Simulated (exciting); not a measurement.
# BiBrO: the O K edge from the Bethe–Salpeter equation, part 2 of 3

Wanted: the near-edge spectrum and the bound core excitons at the O K edge of BiBrO.

exciting sodium; X-ray absorption, core-level Bethe-Salpeter equation, exchange and statically screened direct term, Tamm-Dancoff, all-electron LAPW+lo LDA.

So far. Step 3 (A richer basis for the empty states): Against the first ground state the total energy moves by -16 meV an atom and the gap by -0.04 eV.

The database entry behind the starting cell differs from later determinations by our own check (0.1 to 0.3 % short, probably kX units), so it need not match the best structure at ambient conditions.

### Step 4. Screening, kernels and BSE for O atom 5

The absorber has 4 Bi at 2.32 Å (tetrahedral, site symmetry -4m2).

The input, input.xml:

```
<input>
  <title>BiBrO</title>
  <structure speciespath="." autormt="false" epslat="1.0e-5">
    <crystal>
      <basevect>7.4001675027 0.0000000000 0.0000000000</basevect>
      <basevect>0.0000000000 7.4001675027 0.0000000000</basevect>
      <basevect>0.0000000000 0.0000000000 15.2633179058</basevect>
    </crystal>
    <species speciesfile="Bi.xml" rmt="2.240">
      <atom coord="0.5000000000 0.0000000000 0.8460000000"/>
      <atom coord="0.0000000000 0.5000000000 0.1540000000"/>
    </species>
    <species speciesfile="Br.xml" rmt="2.300">
      <atom coord="0.5000000000 0.0000000000 0.3470000000"/>
      <atom coord="0.0000000000 0.5000000000 0.6530000000"/>
    </species>
    <species speciesfile="O.xml" rmt="2.012">
      <atom coord="0.5000000000 0.5000000000 0.0000000000"/>
      <atom coord="0.0000000000 0.0000000000 0.0000000000"/>
    </species>
  </structure>
  <groundstate do="skip" xctype="LDA_PW" ngridk="4 4 2" rgkmax="7" gmaxvr="14" nempty="8" swidth="0.001" maxscl="100" epsengy="1e-5"/>
  <xs xstype="BSE" ngridk="3 3 2" ngridq="3 3 2" vkloff="0.097 0.273 0.493" rgkmax="7" nempty="46" gqmax="3" lmaxapwwf="5" lmaxemat="2" broad="0.01654" tevout="true">
    <energywindow intv="18.044 19.661" points="439"/>
    <screening screentype="full" nempty="75"/>
    <BSE xas="true" xasspecies="3" xasatom="1" xasedge="K" bsetype="singlet" nstlxas="1 42"/>
    <qpointset>
      <qpoint>0 0 0</qpoint>
    </qpointset>
    <plan>
      <doonly task="xsgeneigvec"/>
      <doonly task="writepmatxs"/>
      <doonly task="scrgeneigvec"/>
      <doonly task="scrwritepmat"/>
      <doonly task="screen"/>
      <doonly task="scrcoulint"/>
      <doonly task="exccoulint"/>
    </plan>
  </xs>
</input>
```

The input, input.xml for the last start (plan only):

```
  <plan>
    <doonly task="bse"/>
  </plan>
```

The run is started by

```bash
> OMP_NUM_THREADS=1 mpirun -n 4 exciting
> OMP_NUM_THREADS=4 exciting
```

Numbers of over 12 decimals in the logs are rounded to 6 here.

Log:

```text
| EXCITING SODIUM started for task xsgeneigvec ( 301)                          =
One-shot GS runs for BSE calculations
One-shot GS runs for k+qmt/2 grids
Info(xsgeneigvec): Generating eigenvectors for Q-point      1
Info(xsgeneigvec): Generation of eigenvectors finished
| EXCITING SODIUM started for task writepmatxs ( 320)                          =
Info(writepmatxs): Momentum matrix elements finished
| EXCITING SODIUM started for task scrgeneigvec ( 401)                         =
One-shot GS runs for BSE calculations
One-shot GS runs for k+qmt/2 grids
Info(xsgeneigvec): Generating eigenvectors for Q-point      1
Using screening GS parameters.
Info(xsgeneigvec): Generation of eigenvectors finished
| EXCITING SODIUM started for task scrwritepmat ( 420)                         =
Info(writepmatxs): Momentum matrix elements finished
Info(scrwritepmat): Momentum matrix elements for screening finished
| EXCITING SODIUM started for task screen ( 430)                               =
Info(screenlauncher): Calculating screening for unshifted q-grid.
Info(screenlauncher): Number of q points:       6
Info(screenlauncher): lowest (partially)  unoccupied state:     39
Info(screenlauncher): highest (partially) occupied state  :     38
Info(screenlauncher): number of occupied states considered:   38
Info(screenlauncher): number of unoccupied states considered:   76
Info(screenlauncher): Starting loop over q-points
Info(screenlauncher): Screening for unshifted q-grid finished
Info(screenlauncher): Screening finished
| EXCITING SODIUM started for task scrcoulint ( 440)                           =
Info(scrcoulintlauncher): Setting up screened Coulomb interaction matrix W.
Info(scrcoulintlauncher): Using momentum transfer vectors from list :   1 to  1
Info(scrcoulintlauncher): Calculating screened Coulomb interaction matrix W
Info(scrcoulintlauncher): Momentum transfer list index: iqmt=  1
Info(scrcoulintlauncher): Momentum transfer: vqmtl=   0.000   0.000   0.000
Info(scrcoulintlauncher): Calculating RR block of W
Info(scrcoulint): Inspecting occupations...
Info(setranges_modxs): Number of non-reduced k-points:       18
Info(setranges_modxs): Number of states considered:       85
Info(setranges_modxs): Number of (partially) occupied states:        2
Info(setranges_modxs): Highest (partially) occupied states:       38
Info(setranges_modxs): Number of (partially) unoccupied states:       47
Info(setranges_modxs): Lowest (partially) unoccupied states:       39
Info(scrcoulint): Selecting transitions...
Info(select_transitions): Inspecting transitions in the  band interval:
  lowest occupied state:   1
  highest occupied state:   2
  lowest unoccupied state:  39
  highest unoccupied state:  80
  Opening gap with a scissor of:      0.000/H      0.000/eV
Info(select_transitions): Number of participating transitions:    1512
Info(scrcoulint): Size of file SCCLI will be about     0.017979 GB
Info(scrcoulint): Using q-grid
Info(scrcoulint): Number of reduced q-points:      6
Info(scrcoulint): Number of non-reduced q-points:     18
Info(scrcoulint): Calculating W(G1,G2,qr) fourier coefficients
Info(scrcoulint): Calculating W matrix elements
Info(scrcoulintlauncher): Screened coulomb interaction finished for iqmt=   1
| EXCITING SODIUM started for task exccoulint ( 441)                           =
Info(exccoulintlauncher): Setting up exchange interaction matrix V.
Info(exccoulintlauncher): Using momentum transfer vectors from list :   1 to  1
Info(exccoulintlauncher):Calculating exchange interaction matrix V
Info(exccoulintlauncher): Momentum transfer list index: iqmt=  1
Info(exccoulintlauncher): Momentum transfer: vqmtl=   0.000   0.000   0.000
Info(exccoulintlauncher): Calculating RR block of V
Info(exccoulint): Inspecting occupations...
Info(setranges_modxs): Number of non-reduced k-points:       18
Info(setranges_modxs): Number of states considered:       85
Info(setranges_modxs): Number of (partially) occupied states:        2
Info(setranges_modxs): Highest (partially) occupied states:       38
Info(setranges_modxs): Number of (partially) unoccupied states:       47
Info(setranges_modxs): Lowest (partially) unoccupied states:       39
Info(exccoulint): Selecting transitions...
Info(select_transitions): Inspecting transitions in the  band interval:
  lowest occupied state:   1
  highest occupied state:   2
  lowest unoccupied state:  39
  highest unoccupied state:  80
  Opening gap with a scissor of:      0.000/H      0.000/eV
Info(select_transitions): Number of participating transitions:    1512
Info(exccoulint): Size of file EXCLI will be about     0.017979 GB
Info(exccoulint): Generating plane wave matrix elements for momentum transfer iqmt=   1
  Timing (in seconds)	   :     306.296
Info(exccoulint): Generating V matrix elements
Info(exccoulint): Zeroing Coulomb potential at G+qmt index:  1
Info(exccoulintlauncher): Exchange interaction finished for iqmt=   1
| EXCITING SODIUM started for task bse ( 445)                                  =
Info(bselauncher): Init time:    1.307300
Info(bselauncher): Setting up and diagonalizing BSE Hamiltonian.
Info(bselauncher): Using momentum transfer vectors from list :   1 to  1
Info(bselauncher): Distributing qmt-points over   1 processes.
Info(bselauncher): BSE type: singlet
Info(bselauncher): Momentum transfer list index: iqmt=  1
Info(bselauncher): Momentum transfer: vqmtl=   0.000   0.000   0.000
Info(bse): Inspecting occupations...
Info(setranges_modxs): Number of non-reduced k-points:       18
Info(setranges_modxs): Number of states considered:       85
Info(setranges_modxs): Number of (partially) occupied states:        2
Info(setranges_modxs): Highest (partially) occupied states:       38
Info(setranges_modxs): Number of (partially) unoccupied states:       47
Info(setranges_modxs): Lowest (partially) unoccupied states:       39
Info(select_transitions): Inspecting transitions in the  band interval:
  lowest occupied state:   1
  highest occupied state:   2
  lowest unoccupied state:  39
  highest unoccupied state:  80
  Opening gap with a scissor of:      0.000/H      0.000/eV
Info(select_transitions): Number of participating transitions:    1512
Info(bse): Selecting transitions...
Info(bse):bsegap (eV):   503.420060
Info(bse): Assembling BSE matrix
  RR/RA blocks of global BSE-Hamiltonian:
  Size of the Hamiltonian:    1512
  Number of k-points:      18
  Distributing matrix to   1 processes
  Local matrix shape   1512 x  1512
Info(bse): max local RAM needed for BSE matrices ~     0.034066 GB
Info(setup_bse_block): Setting up RR part of hamiltonian
Info(setup_bse_block): Singlet spin state
Info(bse): Diagonalizing RR Hamiltonian (TDA)
Info(bse): Invoking Lapack routine ZHEEVR
      1512 eigen solutions found in the interval:
         i1=       1 i2=    1512
Info(bse): Writing excition energies and oscillator strengths to text file.
Info(makespectrum_dist): Making spectrum using formula for coupling with time reversed AR basis.
Info(makespectrum_dist): Using formalism for vanishing momentum transfer.
Info(writederived): Writing quantities derived from the macroscopic dielectric function.
Info(bselauncher): Spectrum finished for iqmt=  1
Info(bselauncher): All done for BSE type singlet
```

The job ended after 9.2 min (4 MPI ranks of Arm Neoverse V1, shared host).

Wall time by task: xsgeneigvec 11 s, writepmatxs 7.5 s, scrgeneigvec 7.8 s, scrwritepmat 6.3 s, screen 1.8 min, scrcoulint 91 s, exccoulint 5.3 min, bse 3.5 s.

The O K spectrum of O atom 5 (energy from the Kohn–Sham onset, core level to the lowest empty state found on the meshes used, 503.01 eV; the ground-state mesh sets it, and the shifted mesh has its lowest transition 0.41 eV above it; Im ε scaled to the maximum of the singlet run; cut below the end of the band set):

```tsv
E (eV)	isotropic	ε ⊥ c	ε ∥ c
-3.0	0.02	0.02	0.02
-2.5	0.03	0.03	0.03
-2.0	0.04	0.04	0.03
-1.5	0.05	0.05	0.05
-1.0	0.08	0.08	0.07
-0.5	0.14	0.15	0.12
0.0	0.29	0.30	0.26
0.5	0.65	0.70	0.56
1.0	1.00	0.97	1.04
1.5	0.71	0.69	0.75
2.0	0.48	0.48	0.47
2.5	0.33	0.31	0.36
3.0	0.24	0.22	0.29
3.5	0.16	0.15	0.18
4.0	0.10	0.09	0.10
4.5	0.07	0.07	0.08
5.0	0.07	0.07	0.09
5.5	0.12	0.10	0.16
6.0	0.19	0.18	0.22
6.5	0.14	0.15	0.13
7.0	0.10	0.11	0.09
7.5	0.09	0.10	0.07
8.0	0.09	0.11	0.06
8.5	0.10	0.12	0.08
9.0	0.13	0.14	0.12
9.5	0.17	0.17	0.15
10.0	0.16	0.17	0.13
10.5	0.13	0.15	0.10
11.0	0.13	0.14	0.11
11.5	0.11	0.11	0.10
12.0	0.13	0.14	0.11
12.5	0.13	0.14	0.09
13.0	0.12	0.14	0.08
13.5	0.15	0.18	0.10
14.0	0.18	0.20	0.14
14.5	0.17	0.17	0.18
15.0	0.15	0.13	0.18
15.5	0.13	0.11	0.16
16.0	0.11	0.10	0.12
16.5	0.10	0.09	0.11
17.0	0.09	0.09	0.10
17.5	0.10	0.10	0.10
18.0	0.10	0.10	0.10
```

Maxima (height): 1.0 eV (1.00), 6.0 eV (0.20), 9.6 eV (0.17) and 14.0 eV (0.18).

The Hamiltonian has 1512 rows. The lowest groups of eigenvalues and the brightest ones, on the scale above (the program counts from the shifted mesh's onset, 0.41 eV higher). Core spinors bring spin-forbidden partners, so dark means forbidden by spin or by symmetry, and the shifted mesh splits states that symmetry would keep together:

```tsv
energy (eV)	states within 10 meV	relative strength
-0.259	2	0.13
0.146	2	0.031
0.323	2	0.31
0.385	2	0.023
0.533	1	dark
0.545	1	0.43
0.652	3	0.68
0.806	1	1.00
1.028	1	0.98
1.052	2	0.57
1.088	1	0.78
1.254	1	0.60
```

### Step 5. Independent particles

input.xml: that of step 4 with these lines changed.

```diff
@@ -25,3 +25,3 @@
     <screening screentype="full" nempty="75"/>
-    <BSE xas="true" xasspecies="3" xasatom="1" xasedge="K" bsetype="singlet" nstlxas="1 42"/>
+    <BSE xas="true" xasspecies="3" xasatom="1" xasedge="K" bsetype="IP" nstlxas="1 42"/>
     <qpointset>
@@ -30,9 +30,3 @@
     <plan>
-      <doonly task="xsgeneigvec"/>
-      <doonly task="writepmatxs"/>
-      <doonly task="scrgeneigvec"/>
-      <doonly task="scrwritepmat"/>
-      <doonly task="screen"/>
-      <doonly task="scrcoulint"/>
-      <doonly task="exccoulint"/>
+      <doonly task="bse"/>
     </plan>
```

The run is started by

```bash
> OMP_NUM_THREADS=4 exciting
```

Log:

```text
| EXCITING SODIUM started for task bse ( 445)                                  =
Info(bselauncher): Init time:    1.307714
Info(bselauncher): Setting up and diagonalizing BSE Hamiltonian.
Info(bselauncher): Using momentum transfer vectors from list :   1 to  1
Info(bselauncher): Distributing qmt-points over   1 processes.
Info(bselauncher): BSE type: IP
Info(bselauncher): Momentum transfer list index: iqmt=  1
Info(bselauncher): Momentum transfer: vqmtl=   0.000   0.000   0.000
Info(bse): Inspecting occupations...
Info(setranges_modxs): Number of non-reduced k-points:       18
[...]
highest unoccupied state:  80
  Opening gap with a scissor of:      0.000/H      0.000/eV
Info(select_transitions): Number of participating transitions:    1512
Info(bse): Selecting transitions...
Info(bse):bsegap (eV):   503.420060
Info(bse): IP requested, nothing much to do
Info(bse): Writing excition energies and oscillator strengths to text file.
Info(makespectrum_dist): Making spectrum using formula for coupling with time reversed AR basis.
Info(makespectrum_dist): Using formalism for vanishing momentum transfer.
Info(writederived): Writing quantities derived from the macroscopic dielectric function.
Info(bselauncher): Spectrum finished for iqmt=  1
Info(bselauncher): All done for BSE type IP
```

It took 3 s on 4 threads.

Maxima (height): 3.0 eV (0.63), 6.7 eV (0.19), 10.3 eV (0.18), 12.6 eV (0.15) and 15.1 eV (0.23). The spectrum differs from the singlet run by 83 % r.m.s. Moving the earlier curve by +1.9 eV leaves 30 %. The highest maximum lies at 3.0 eV (0.63), against 1.0 eV (1.00).

### Step 6. Exchange alone

input.xml: that of step 5 with these lines changed.

```diff
@@ -25,3 +25,3 @@
     <screening screentype="full" nempty="75"/>
-    <BSE xas="true" xasspecies="3" xasatom="1" xasedge="K" bsetype="IP" nstlxas="1 42"/>
+    <BSE xas="true" xasspecies="3" xasatom="1" xasedge="K" bsetype="RPA" nstlxas="1 42"/>
     <qpointset>
```

The run is started by

```bash
> OMP_NUM_THREADS=4 exciting
```

Log:

```text
| EXCITING SODIUM started for task bse ( 445)                                  =
Info(bselauncher): Init time:    1.310466
Info(bselauncher): Setting up and diagonalizing BSE Hamiltonian.
Info(bselauncher): Using momentum transfer vectors from list :   1 to  1
Info(bselauncher): Distributing qmt-points over   1 processes.
Info(bselauncher): BSE type: RPA
Info(bselauncher): Momentum transfer list index: iqmt=  1
Info(bselauncher): Momentum transfer: vqmtl=   0.000   0.000   0.000
Info(bse): Inspecting occupations...
Info(setranges_modxs): Number of non-reduced k-points:       18
[...]
Info(setup_bse_block): Setting up RR part of hamiltonian
Info(setup_bse_block): Using RPA approximation
Info(bse): Diagonalizing RR Hamiltonian (TDA)
Info(bse): Invoking Lapack routine ZHEEVR
      1512 eigen solutions found in the interval:
         i1=       1 i2=    1512
Info(bse): Writing excition energies and oscillator strengths to text file.
Info(makespectrum_dist): Making spectrum using formula for coupling with time reversed AR basis.
Info(makespectrum_dist): Using formalism for vanishing momentum transfer.
Info(writederived): Writing quantities derived from the macroscopic dielectric function.
Info(bselauncher): Spectrum finished for iqmt=  1
Info(bselauncher): All done for BSE type RPA
```

Run time: 4.5 s. Hardware: 4 threads.

Maxima (height): 3.1 eV (0.62), 6.7 eV (0.20), 10.3 eV (0.18), 12.6 eV (0.15) and 15.1 eV (0.23). The spectrum differs from the independent-particle run by 5 % r.m.s.

### Step 7. Broadening

Changed against the first singlet run: half width (eV) from 0.45 to 1.35.

input.xml: that of step 6 with these lines changed.

```diff
@@ -22,6 +22,6 @@
   <groundstate do="skip" xctype="LDA_PW" ngridk="4 4 2" rgkmax="7" gmaxvr="14" nempty="8" swidth="0.001" maxscl="100" epsengy="1e-5"/>
-  <xs xstype="BSE" ngridk="3 3 2" ngridq="3 3 2" vkloff="0.097 0.273 0.493" rgkmax="7" nempty="46" gqmax="3" lmaxapwwf="5" lmaxemat="2" broad="0.01654" tevout="true">
+  <xs xstype="BSE" ngridk="3 3 2" ngridq="3 3 2" vkloff="0.097 0.273 0.493" rgkmax="7" nempty="46" gqmax="3" lmaxapwwf="5" lmaxemat="2" broad="0.04961" tevout="true">
     <energywindow intv="18.044 19.661" points="439"/>
     <screening screentype="full" nempty="75"/>
-    <BSE xas="true" xasspecies="3" xasatom="1" xasedge="K" bsetype="RPA" nstlxas="1 42"/>
+    <BSE xas="true" xasspecies="3" xasatom="1" xasedge="K" bsetype="singlet" nstlxas="1 42"/>
     <qpointset>
```

The run is started by

```bash
> OMP_NUM_THREADS=4 exciting
```

Log:

```text
| EXCITING SODIUM started for task bse ( 445)                                  =
Info(bselauncher): Init time:    1.308231
Info(bselauncher): Setting up and diagonalizing BSE Hamiltonian.
Info(bselauncher): Using momentum transfer vectors from list :   1 to  1
Info(bselauncher): Distributing qmt-points over   1 processes.
Info(bselauncher): BSE type: singlet
Info(bselauncher): Momentum transfer list index: iqmt=  1
Info(bselauncher): Momentum transfer: vqmtl=   0.000   0.000   0.000
Info(bse): Inspecting occupations...
[...]
Info(setup_bse_block): Setting up RR part of hamiltonian
Info(setup_bse_block): Singlet spin state
Info(bse): Diagonalizing RR Hamiltonian (TDA)
Info(bse): Invoking Lapack routine ZHEEVR
      1512 eigen solutions found in the interval:
         i1=       1 i2=    1512
Info(bse): Writing excition energies and oscillator strengths to text file.
Info(makespectrum_dist): Making spectrum using formula for coupling with time reversed AR basis.
Info(makespectrum_dist): Using formalism for vanishing momentum transfer.
Info(writederived): Writing quantities derived from the macroscopic dielectric function.
Info(bselauncher): Spectrum finished for iqmt=  1
Info(bselauncher): All done for BSE type singlet
```

Wall time 4.5 s (4 threads).

The spectrum differs from the singlet run by 40 % r.m.s. The highest maximum lies at 1.1 eV (0.47), against 1.0 eV (1.00). Only the width of each line changes; the area stays. A table step wider than the lines misses their tops.

```tsv
E (eV)	first run	this run
-8.0	0.00	0.01
-7.0	0.01	0.02
-6.0	0.01	0.02
-5.0	0.01	0.03
-4.0	0.01	0.04
-3.0	0.02	0.06
-2.0	0.04	0.09
-1.0	0.08	0.16
0.0	0.29	0.31
1.0	1.00	0.47
2.0	0.48	0.39
3.0	0.24	0.26
4.0	0.10	0.17
5.0	0.07	0.14
6.0	0.19	0.14
7.0	0.10	0.12
8.0	0.09	0.12
9.0	0.13	0.13
10.0	0.16	0.13
11.0	0.13	0.13
12.0	0.13	0.13
13.0	0.12	0.13
14.0	0.18	0.14
15.0	0.15	0.13
16.0	0.11	0.11
17.0	0.09	0.10
18.0	0.10	0.09
```

### Step 8. Local-field cutoff

Changed against the first singlet run: cutoff of the kernels (bohr⁻¹) from 3 to 2.

input.xml: that of step 7 with these lines changed.

```diff
@@ -22,3 +22,3 @@
   <groundstate do="skip" xctype="LDA_PW" ngridk="4 4 2" rgkmax="7" gmaxvr="14" nempty="8" swidth="0.001" maxscl="100" epsengy="1e-5"/>
-  <xs xstype="BSE" ngridk="3 3 2" ngridq="3 3 2" vkloff="0.097 0.273 0.493" rgkmax="7" nempty="46" gqmax="3" lmaxapwwf="5" lmaxemat="2" broad="0.04961" tevout="true">
+  <xs xstype="BSE" ngridk="3 3 2" ngridq="3 3 2" vkloff="0.097 0.273 0.493" rgkmax="7" nempty="46" gqmax="2" lmaxapwwf="5" lmaxemat="2" broad="0.01654" tevout="true">
     <energywindow intv="18.044 19.661" points="439"/>
@@ -30,3 +30,6 @@
     <plan>
-      <doonly task="bse"/>
+      <doonly task="xsgeneigvec"/>
+      <doonly task="screen"/>
+      <doonly task="scrcoulint"/>
+      <doonly task="exccoulint"/>
     </plan>
```

The input, input.xml for the last start (plan only):

```
  <plan>
    <doonly task="bse"/>
  </plan>
```

The run is started by

```bash
> OMP_NUM_THREADS=1 mpirun -n 4 exciting
> OMP_NUM_THREADS=4 exciting
```

Log:

```text
| EXCITING SODIUM started for task xsgeneigvec ( 301)                          =
One-shot GS runs for BSE calculations
One-shot GS runs for k+qmt/2 grids
Info(xsgeneigvec): Generating eigenvectors for Q-point      1
Info(xsgeneigvec): Generation of eigenvectors finished
| EXCITING SODIUM started for task screen ( 430)                               =
Info(screenlauncher): Calculating screening for unshifted q-grid.
Info(screenlauncher): Number of q points:       6
Info(screenlauncher): lowest (partially)  unoccupied state:     39
[...]
Info(setup_bse_block): Setting up RR part of hamiltonian
Info(setup_bse_block): Singlet spin state
Info(bse): Diagonalizing RR Hamiltonian (TDA)
Info(bse): Invoking Lapack routine ZHEEVR
      1512 eigen solutions found in the interval:
         i1=       1 i2=    1512
Info(bse): Writing excition energies and oscillator strengths to text file.
Info(makespectrum_dist): Making spectrum using formula for coupling with time reversed AR basis.
Info(makespectrum_dist): Using formalism for vanishing momentum transfer.
Info(writederived): Writing quantities derived from the macroscopic dielectric function.
Info(bselauncher): Spectrum finished for iqmt=  1
Info(bselauncher): All done for BSE type singlet
```

It took 3.7 min on 4 MPI ranks.

(Continued in part 3 of 3.)

[Banner, clock and machine lines of the logs are left out without a mark of their own.]

[Logs are printed without paths, hosts, clocks, repeated set-up lines and the standing remarks that a program may print on its own settings, such as how far it seeks lower states.]

[Hosts, paths, dates, database ids (printed as entryN), source tags and the programs' standing remarks are cut or masked in the printed files.]
